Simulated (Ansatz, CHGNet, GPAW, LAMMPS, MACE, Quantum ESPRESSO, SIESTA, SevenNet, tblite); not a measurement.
# GPAW on liquid ethanol at 300 K (108 atoms): settings against a plane-wave reference

Wanted: GPAW inputs and outputs for liquid ethanol at 300 K (108 atoms), checked against a plane-wave reference.

Method: the method is named at each step, in GPAW 26.7.0.

### 1. Set-up

The cell holds 108 atoms: 24 C, 12 O and 72 H. Cell: a = 10.513 Å, b = 10.513 Å, c = 10.513 Å, α = 90.0°, β = 90.0°, γ = 90.0°. 12 ethanol placed at random, at 0.79 g/cm³; overlaps pushed apart, then 10 ps at 450 K with MMFF94 bonds, angles, torsions, charges and radii (Halgren, J. Comput. Chem. 17, 490 (1996)) in harmonic and 12-6 forms. Snapshot after 20 ps at 300 K and fixed volume.

The yardstick, on the same geometry:

- method: Kohn-Sham DFT, PBE, SSSP efficiency 1.3.0 pseudopotentials, plane waves (Quantum ESPRESSO 7.5); sssp-pbe-1.3.0-efficiency, cutoffs 60/480 Ry, Γ point
- r.m.s. force component: 0.8119 eV/Å
- longest force: 3.692 eV/Å
- pressure: 2.444 GPa
- gap (highest filled to lowest empty level): 4.51 eV
- time: 1.7 min on 2 MPI ranks of Arm Neoverse V2, shared host
- CPU time: 3.4 min

### 2. PBE, LCAO dzp, h 0.18 Å

Method: Kohn-Sham DFT, PBE, PAW, atomic orbitals (dzp).

run.py reads:

```python
import numpy as np
from ase.io import read
from gpaw import GPAW, FermiDirac
from ase.parallel import parprint as print

atoms = read("structure.xyz")
atoms.calc = GPAW(
    mode="lcao",
    basis="dzp",
    h=0.18,
    xc="PBE",
    kpts={"size": (1, 1, 1), "gamma": True},
    occupations=FermiDirac(0.05),
    maxiter=200,
    symmetry={"point_group": False},
    txt="gpaw.txt",
)
energy = atoms.get_potential_energy(force_consistent=True)
forces = atoms.get_forces()
print(f"energy {energy:.6f} eV")
print("forces (eV/A)")
for i, (a, f) in enumerate(zip(atoms, forces)):
    print(f"{i:4d} {a.symbol:2s} {f[0]:10.5f} {f[1]:10.5f} {f[2]:10.5f}")
print(f"Fermi level {atoms.calc.get_fermi_level():.4f} eV")
for k in range(len(atoms.calc.get_ibz_k_points())):
    for s in range(atoms.calc.get_number_of_spins()):
        e = atoms.calc.get_eigenvalues(kpt=k, spin=s)
        n = np.searchsorted(e, atoms.calc.get_fermi_level())
        print(f"k {k} spin {s} levels about the Fermi level:", np.round(e[max(n - 6, 0):n], 4).tolist(), "|", np.round(e[n:n + 6], 4).tolist())
```

structure.xyz reads:

```xyz
108
Lattice="10.51326 0.00000 0.00000 0.00000 10.51326 0.00000 0.00000 0.00000 10.51326" Properties=species:S:1:pos:R:3 pbc="T T T"
C 2.89577 3.06567 0.56856
C 3.19035 3.60153 9.74874
O 3.66660 4.95111 9.87616
H 3.74104 3.06766 1.30322
H 2.42982 2.00561 0.47478
H 2.13735 3.71770 0.84222
H 2.29610 3.74377 9.25735
H 3.81589 2.97347 9.03404
H 3.11603 5.34473 0.06476
C 10.09000 6.42181 8.74535
C 9.45668 5.20680 8.12664
O 9.23506 4.25913 9.11573
H 0.51010 6.13859 9.26134
H 9.48296 6.83351 9.56906
H 10.26189 7.23018 8.02435
H 10.10724 4.77207 7.35171
H 8.52552 5.35356 7.69592
H 9.65769 3.42175 8.80832
C 2.63599 8.72233 0.67905
C 1.80387 7.64240 1.42066
O 2.41679 6.36641 1.27063
H 2.78843 8.53004 10.14004
H 3.62802 8.84670 1.06983
H 2.11853 9.69028 0.62596
H 0.86566 7.59877 0.94745
H 1.61673 7.89914 2.42562
H 2.27549 6.00370 2.17877
C 7.78770 0.49759 2.21977
C 8.15861 1.86747 1.88124
O 7.12810 2.85025 2.10728
H 7.22576 0.46532 3.13001
H 8.65105 10.31992 2.34088
H 7.13482 0.03722 1.48584
H 8.56147 1.99090 0.89152
H 9.03920 2.15196 2.43729
H 7.26140 3.62792 1.53515
C 3.33891 7.48597 7.07963
C 3.29654 6.16193 6.33855
O 2.00099 5.67884 6.51097
H 4.30055 7.91922 7.12736
H 2.95107 7.40954 8.09689
H 2.67668 8.22410 6.58246
H 3.90820 5.39993 6.73564
H 3.32093 6.24351 5.28901
H 2.00730 5.18567 7.39534
C 4.70164 0.33422 3.79981
C 3.25753 0.29364 4.23590
O 2.32553 0.24107 3.17511
H 5.08243 9.89697 3.45434
H 5.42295 0.75864 4.56633
H 4.86165 1.00191 2.93351
H 3.07471 1.19494 4.89781
H 3.00890 10.01136 4.98097
H 2.61969 10.06718 2.52465
C 0.47825 3.46023 4.59671
C 0.32013 4.62562 3.64074
[... 48 atom lines left out ...]
H 5.31992 7.16952 0.13152
H 6.40983 4.84977 9.60681
H 5.80269 4.91337 0.72563
H 8.39831 4.91306 10.44892
```

The run is started by

```
$ OMP_NUM_THREADS=1 mpirun -np 2 gpaw python run.py > output.txt
```

Log:

```text
energy -544.553154 eV
forces (eV/A)
   0 C     0.93544   -3.71872    0.12233
   1 C     2.83762    0.41171   -0.61667
   2 O     1.48130   -0.32563   -1.24529
   3 H    -0.14128   -0.02541   -0.27640
   4 H     0.61026    1.12489    0.40971
   5 H    -2.22654    1.53554    1.76069
   6 H    -3.36458   -0.32267   -1.83424
   7 H     0.18162    0.55384    0.68253
   8 H    -0.49785    0.79397    0.70805
   9 C     0.05438    0.40752    0.34173
  10 C     2.23635    0.21202    0.30509
  11 O     0.13164   -1.36497    1.41551
  12 H     0.52545   -0.10776   -0.12718
  13 H    -0.54916    0.11814    0.16966
  14 H     0.27193    0.29432   -0.33918
  15 H     0.36797    0.00199   -0.52963
  16 H    -2.64025    1.18600   -1.59985
  17 H    -0.36158   -0.69213    0.38846
  18 C    -1.21372   -0.25011    0.52430
  19 C     2.20638    0.65901   -2.63780
  20 O     0.29968    0.03589    0.52259
  21 H     0.03615   -0.82449   -1.12834
  22 H     1.26777    0.20293    0.83635
  23 H    -0.27411    0.47501    0.46430
[...]
100 C     0.04273    0.19865    0.87825
 101 O     0.15627   -0.58703    0.80377
 102 H    -0.21707    0.82251   -0.13483
 103 H    -0.31997   -1.04040   -1.04662
 104 H    -0.20193    0.35646   -0.49956
 105 H     0.14936    0.82036    0.17404
 106 H    -0.82186   -0.27427    0.48737
 107 H     0.97561   -0.62836   -0.63011
Fermi level -0.7875 eV
k 0 spin 0 levels about the Fermi level: [-2.5032, -2.3477, -2.3149, -2.2527, -2.0764, -1.9918] | [2.831, 3.4169, 3.6935, 3.9321, 3.9713, 4.0422]
```

gpaw.txt:

```text
Input parameters:
  mode=LCAO(),
  basis={'default': 'dzp'},
  h=0.18,
  kpts=MonkhorstPack(size=(1, 1, 1), gamma=True),
  maxiter=200,
  occupations=Occupations(name='fermi-dirac', width=0.05, fixmagmom=False),
  symmetry=Symmetry(point_group=False),
  xc=XC(name='PBE')
Unit cell  # Å
| periodic |         x |         y |         z |   lengths |    angles |
|----------|-----------|-----------|-----------|-----------|-----------|
|      yes | 10.513260 |  0.000000 |  0.000000 | 10.513260 | 90.000000 |
|      yes |  0.000000 | 10.513260 |  0.000000 | 10.513260 | 90.000000 |
|      yes |  0.000000 |  0.000000 | 10.513260 | 10.513260 | 90.000000 |
Number of symmetries: 1
Symmetry operations  # r_c * U_cc + t_c -> r_c
|   | kind |            matrix            |
|---|------|------------------------------|
| 0 |  E   |  1, 0, 0,  0, 1, 0,  0, 0, 1 |
BZ-sampling:
  Number of BZ points: 1
  Number of IBZ points: 1
  Monkhorst-Pack size: [1, 1, 1]
  Monkhorst-Pack shift: [0, 0, 0]
[... lines left out ...]
      Number of spherical harmonics: 5
        l=0, rc=6.4219 Bohr: 1s-sz confined orbital
        l=0, rc=3.6094 Bohr: 1s-dz split-valence wave
        l=1, rc=6.4219 Bohr: p-type Gaussian polarization
      Number of RI-basis functions 0
Reference energy: -50052.594067  # eV
eigensolver:
density mixing:
  MSR1-Mixer
occupation numbers:
  Fermi-Dirac:
    width: 0.0500  # eV
FastPoissonSolver using
    Stencil: 6*3+1=19 point O(h^6) finite-difference Laplacian
xc functional:
  name: PBE with 2 nearest neighbor stencil
interpolation: tri-quintic # 5. degree polynomial
Initialization done in: 3.643 s
convergence criteria:
- Maximum [total energy] change in last 3 cyles: 0.0005 eV / valence electron
- Maximum integral of absolute [dens]ity change: 0.0001 electrons / valence electron
- Maximum integral of absolute [eigenst]ate change: 4e-08 eV^2 / valence electron
maximum number of iterations: 200
SCF iterations
|iter     |      energy | eigst |  dens |
|---------|-------------|-------|-------|
|iter:   1| -568.609742 |      c|       |
|iter:   2| -564.214523 |      c| -0.73 |
|iter:   3| -544.832249 |      c| -0.76 |
|iter:   4| -544.572734 |      c| -1.43 |
|iter:   5| -544.552859 |      c| -1.99 |
|iter:   6| -544.553182c|      c| -2.71 |
|iter:   7| -544.553141c|      c| -3.18 |
|iter:   8| -544.553154c|      c| -3.59 |
|iter:   9| -544.553154c|      c| -4.25c|
Converged in 9 steps
SCF loop duration: 22.784 s (2.532 s/step)
Energy contributions relative to reference atoms: (reference = -50052.594067)
Energy contributions:
  Kinetic:         492.630029
  Coulomb:        -530.981623
  Zero:              3.395594
  External:          0.000000
  Xc:             -509.597153
  Entropy:          -0.000000
  Spinorbit:         0.000000
  ----------------------------
  Free energy:    -544.553154
  Extrapolated:   -544.553154
dipole moment: (-0.848888, -53.462420, -42.743677)  # |e|*Ang
Fermi level: -0.788
Eigenvalues  # (at kpt = [0.000, 0.000, 0.000])
| band index |      eig [eV] | occ [0-2] |
|------------|---------------|-----------|
|          0 |       -22.749 |     2.000 |
|        ... |               |           |
|        112 |        -2.718 |     2.000 |
|        113 |        -2.675 |     2.000 |
[...]
|        127 |         4.392 |     0.000 |
|        ... |               |           |
|        147 |         6.444 |     0.000 |
Gap: 4.823 eV
Transition (v -> c):
  (s=0, k=0, n=119, [0.00, 0.00, 0.00]) -> (s=0, k=0, n=120, [0.00, 0.00, 0.00])
No difference between direct/indirect transitions
Force computation time: 4.754  # s
```

Wall time 33 s (2 MPI ranks of Arm Neoverse V2, shared host); peak memory 1.2 GiB; 66 s of CPU time.

Banners, paths, timers and routine set-up lines are dropped from the logs unmarked, and long logs keep their key lines alone; longer cuts are marked.

Compared with the plane-wave run:

```
r.m.s. force component                           : 0.9307 eV/Å
r.m.s. difference of force components            : 323.3 meV/Å
longest difference of force vectors              : 813 meV/Å
force difference over r.m.s. force               : 39.82 %
slope of forces against the reference's          : 1.078
correlation of force components                  : 0.9402
gap (highest filled to lowest empty level) : 4.823 eV
gap difference                                   : 0.3124 eV
```

This run lies far from the reference in forces at the same functional.

Length of the force difference by element (eV/Å):

| element | atoms | mean | most |
| --- | --- | --- | --- |
| C | 24 | 0.39 | 0.63 |
| H | 72 | 0.56 | 0.77 |
| O | 12 | 0.72 | 0.81 |

Levels nearest the highest filled one (eV from it): -0.51, -0.36, -0.32, -0.26, -0.08, 0.00, 4.82, 5.41, 5.69, 5.92, 5.96, 6.03.

A closer look about H7, which bears the longest force: 9 atoms, nearest first, numbered in the order of the input, with positions taken from that point.

| atom | x | y | z | distance (Å) | bonds | Fx | Fy | Fz (eV/Å) |
| --- | --- | --- | --- | --- | --- | --- | --- | --- |
| H7 | 0.00 | 0.00 | 0.00 | 0.00 | 1 | -3.36 | -0.32 | -1.83 |
| C2 | 0.89 | -0.14 | 0.49 | 1.03 | 4 | 2.84 | 0.41 | -0.62 |
| H8 | 1.52 | -0.77 | -0.22 | 1.72 | 1 | 0.18 | 0.55 | 0.68 |
| O3 | 1.37 | 1.21 | 0.62 | 1.93 | 2 | 1.48 | -0.33 | -1.25 |
| C1 | 0.60 | -0.68 | 1.82 | 2.04 | 4 | 0.94 | -3.72 | 0.12 |
| H6 | -0.16 | -0.03 | 2.10 | 2.10 | 1 | -2.23 | 1.54 | 1.76 |
| H9 | 0.82 | 1.60 | 1.32 | 2.23 | 1 | -0.50 | 0.79 | 0.71 |
| H45 | -0.29 | 1.44 | -1.86 | 2.37 | 1 | -0.28 | 0.64 | -0.95 |
| H5 | 0.13 | -1.74 | 1.73 | 2.46 | 1 | 0.61 | 1.12 | 0.41 |

Atoms are counted from 1 here, from 0 in the log.

Forces lie 40 % from the reference's, at 0.32 times its CPU time.

### 3. PBE, LCAO sz(dzp), h 0.18 Å

Method: Kohn-Sham DFT, PBE, PAW, atomic orbitals (sz(dzp)).

run.py, as its differences from that of step 2:

```diff
@@ -3,3 +3,2 @@
 from gpaw import GPAW, FermiDirac
-from ase.parallel import parprint as print
 
@@ -8,3 +7,3 @@
     mode="lcao",
-    basis="dzp",
+    basis="sz(dzp)",
     h=0.18,
```

structure.xyz is that of step 2.

The run is started by

```
$ OMP_NUM_THREADS=1 python run.py > output.txt
```

Log:

```text
energy -444.957902 eV
forces (eV/A)
   0 C     1.61241   -4.93055   -0.22991
   1 C     4.67952    0.40643   -0.08005
   2 O     5.08559    0.46322   -4.02213
   3 H     1.68647   -0.00934    1.32605
   4 H    -0.28992   -0.76783    0.29467
   5 H    -4.64252    3.48497    2.75178
   6 H    -6.58385   -0.30604   -3.49534
   7 H     1.37580   -1.08424   -0.81863
   8 H    -2.97635    3.02229    4.13996
   9 C    -0.35399   -0.16110   -0.46273
  10 C     3.15780    0.85423    1.15526
  11 O    -2.15580    0.02910    5.18321
[...]
103 H     0.49559   -0.18580    0.74604
 104 H    -2.88821    0.94834   -0.50929
 105 H    -0.50142   -0.30174   -2.17543
 106 H    -3.23397   -1.42421    1.95686
 107 H     4.13048   -1.67126   -4.37306
Fermi level -0.0096 eV
k 0 spin 0 levels about the Fermi level: [-2.271, -2.0899, -1.9331, -1.9232, -1.2586, -1.2368] | [4.121, 4.7237, 5.3102, 5.4151, 5.6154, 5.6473]
```

gpaw.txt:

```text
Input parameters:
  mode=LCAO(),
  basis={'default': 'sz(dzp)'},
  h=0.18,
  kpts=MonkhorstPack(size=(1, 1, 1), gamma=True),
  maxiter=200,
  occupations=Occupations(name='fermi-dirac', width=0.05, fixmagmom=False),
  symmetry=Symmetry(point_group=False),
  xc=XC(name='PBE')
[... lines left out ...]
  Fermi-Dirac:
[... lines left out ...]
convergence criteria:
- Maximum [total energy] change in last 3 cyles: 0.0005 eV / valence electron
[... lines left out ...]
Converged in 8 steps
[... lines left out ...]
  Free energy:    -444.957902
[... lines left out ...]
Fermi level: -0.010
[... lines left out ...]
|          0 |       -23.685 |     2.000 |
|        ... |               |           |
|        112 |        -2.497 |     2.000 |
|        113 |        -2.396 |     2.000 |
[...]
|        127 |         6.030 |     0.000 |
|        ... |               |           |
|        147 |         8.039 |     0.000 |
Gap: 5.358 eV
Transition (v -> c):
  (s=0, k=0, n=119, [0.00, 0.00, 0.00]) -> (s=0, k=0, n=120, [0.00, 0.00, 0.00])
No difference between direct/indirect transitions
Force computation time: 2.128  # s
timing:  # [seconds]
  Total:  20.390  # ━━━━━━━━━━━━━━━━━━━━━━━━━━━━━━━━━━━━━━━━━━━━━━━━━━━━━━━━━
  Init:    5.374  # ━━━━━━━━━━━━━━━
  SCF:    12.859  # ━━━━━━━━━━━━━━━━━━━━━━━━━━━━━━━━━━━━
  Forces:  2.128  # ━━━━━━
```

It took 22 s on 1 thread; peak memory 0.83 GiB.

Numbers from this run, and their distance from the reference:

* r.m.s. force component: 2.391 eV/Å
* r.m.s. difference of force components: 2105 meV/Å
* longest difference of force vectors: 6004 meV/Å
* force difference over r.m.s. force: 259.3 %
* slope of forces against the reference's: 1.474
* correlation of force components: 0.5007
* gap (highest filled to lowest empty level): 5.358 eV
* gap difference: 0.8474 eV

This is a coarse setting, run to see what it loses.

Against the first run (40 %), the force difference from the reference is 259 %, at 0.33 times the CPU time (on 1 against 2 cores), with 216 basis functions against 828: the smaller basis costs accuracy.

### 4. LDA, LCAO dzp, h 0.18 Å

Method: Kohn-Sham DFT, LDA, PAW, atomic orbitals (dzp).

run.py, as its differences from that of step 3:

```diff
@@ -3,2 +3,3 @@
 from gpaw import GPAW, FermiDirac
+from ase.parallel import parprint as print
 
@@ -7,5 +8,5 @@
     mode="lcao",
-    basis="sz(dzp)",
+    basis="dzp",
     h=0.18,
-    xc="PBE",
+    xc="LDA",
     kpts={"size": (1, 1, 1), "gamma": True},
```

structure.xyz is that of step 3.

The run is started by

```
$ OMP_NUM_THREADS=1 mpirun -np 2 gpaw python run.py > output.txt
```

Log:

```text
energy -578.024944 eV
forces (eV/A)
   0 C     1.11656   -3.47600   -0.37431
   1 C     3.02377    0.76145   -0.04346
   2 O     1.37443   -0.94428   -1.34303
   3 H    -0.05193   -0.01551   -0.23710
   4 H     0.53974    1.02496    0.36992
   5 H    -2.29675    1.67238    1.74630
   6 H    -3.44502   -0.26066   -1.87207
   7 H     0.26111    0.47282    0.61883
   8 H    -0.68192    0.98669    0.98972
   9 C    -0.20486   -0.08167    0.07459
  10 C     2.36553    0.22330    1.04992
  11 O     0.01236   -0.66632    1.13636
  12 H     0.63472   -0.15820   -0.05613
  13 H    -0.63374    0.11948    0.26633
  14 H     0.26054    0.40506   -0.46180
  15 H     0.47070   -0.06245   -0.63169
  16 H    -2.79243    1.18154   -1.67147
  17 H    -0.31542   -1.01934    0.34011
  18 C    -1.51144   -0.64012    0.89446
  19 C     2.78497    0.39532   -2.95343
  20 O     0.11933    0.51333    0.26687
  21 H     0.04314   -0.83293   -1.25226
  22 H     1.35813    0.19758    0.86955
  23 H    -0.35148    0.61428    0.42612
[...]
100 C     0.55625    0.60577    1.11053
 101 O    -0.53873   -0.53533    0.74587
 102 H    -0.14243    0.78858   -0.20265
 103 H    -0.29540   -1.04941   -0.99070
 104 H    -0.34410    0.33773   -0.48722
 105 H     0.13797    0.72963    0.08628
 106 H    -0.93547   -0.34688    0.54343
 107 H     1.20815   -0.73297   -0.93382
Fermi level -0.9720 eV
k 0 spin 0 levels about the Fermi level: [-2.6592, -2.5208, -2.4572, -2.4151, -2.25, -2.1689] | [2.3804, 2.9925, 3.264, 3.4917, 3.5523, 3.6438]
```

gpaw.txt:

```text
Input parameters:
  mode=LCAO(),
  basis={'default': 'dzp'},
  h=0.18,
  kpts=MonkhorstPack(size=(1, 1, 1), gamma=True),
  maxiter=200,
  occupations=Occupations(name='fermi-dirac', width=0.05, fixmagmom=False),
  symmetry=Symmetry(point_group=False),
  xc=XC(name='LDA')
Unit cell  # Å
| periodic |         x |         y |         z |   lengths |    angles |
[... lines left out ...]
  Fermi-Dirac:
[... lines left out ...]
convergence criteria:
- Maximum [total energy] change in last 3 cyles: 0.0005 eV / valence electron
[... lines left out ...]
Converged in 9 steps
[... lines left out ...]
  Coulomb:        -541.307545
  Zero:              3.329621
  External:          0.000000
  Xc:             -547.453685
  Entropy:          -0.000000
  Spinorbit:         0.000000
  ----------------------------
  Free energy:    -578.024944
  Extrapolated:   -578.024944
dipole moment: (-0.641674, -53.200543, -42.721781)  # |e|*Ang
Fermi level: -0.972
Eigenvalues  # (at kpt = [0.000, 0.000, 0.000])
| band index |      eig [eV] | occ [0-2] |
|------------|---------------|-----------|
|          0 |       -22.734 |     2.000 |
|        ... |               |           |
|        112 |        -2.896 |     2.000 |
|        113 |        -2.851 |     2.000 |
[...]
|        127 |         3.977 |     0.000 |
|        ... |               |           |
|        147 |         6.077 |     0.000 |
Gap: 4.549 eV
Transition (v -> c):
  (s=0, k=0, n=119, [0.00, 0.00, 0.00]) -> (s=0, k=0, n=120, [0.00, 0.00, 0.00])
No difference between direct/indirect transitions
Force computation time: 5.188  # s
```

Wall time 30 s (2 MPI ranks); peak memory 1.2 GiB; 59 s of CPU time.

Against the reference:

```yaml
r_m_s_force_component: 0.9717 eV/Å
r_m_s_difference_of_force_components: 487 meV/Å
longest_difference_of_force_vectors: 1336 meV/Å
force_difference_over_r_m_s_force: 59.98 %
slope_of_forces_against_the_reference_s: 1.036
correlation_of_force_components: 0.8659
spacing_of_highest_filled_and_lowest_empty_level: 4.549 eV
gap_difference: 0.0389 eV
```

Against the first run (40 %), the force difference from the reference is 60 %, at 0.90 times the CPU time; the model has changed, so this is no error of the program alone.

[end of part 1 of 2]

[Also dropped from logs without a mark: logging warnings of Python, and SIESTA's first energy breakdown and zero terms.]

[Logs are printed without paths, hosts, clocks, repeated set-up lines and the standing remarks that a program may print on its own settings, such as how far it seeks lower states.]

[Hosts, paths, dates, database ids (printed as entryN), source tags and the programs' standing remarks are cut or masked in the printed files.]

[The MMFF94 radii named for the starting cell were scaled by 0.96; in molecules described by MMFF94, hydrogen bound to N, O or S took a small fixed 12-6 site in their place.]
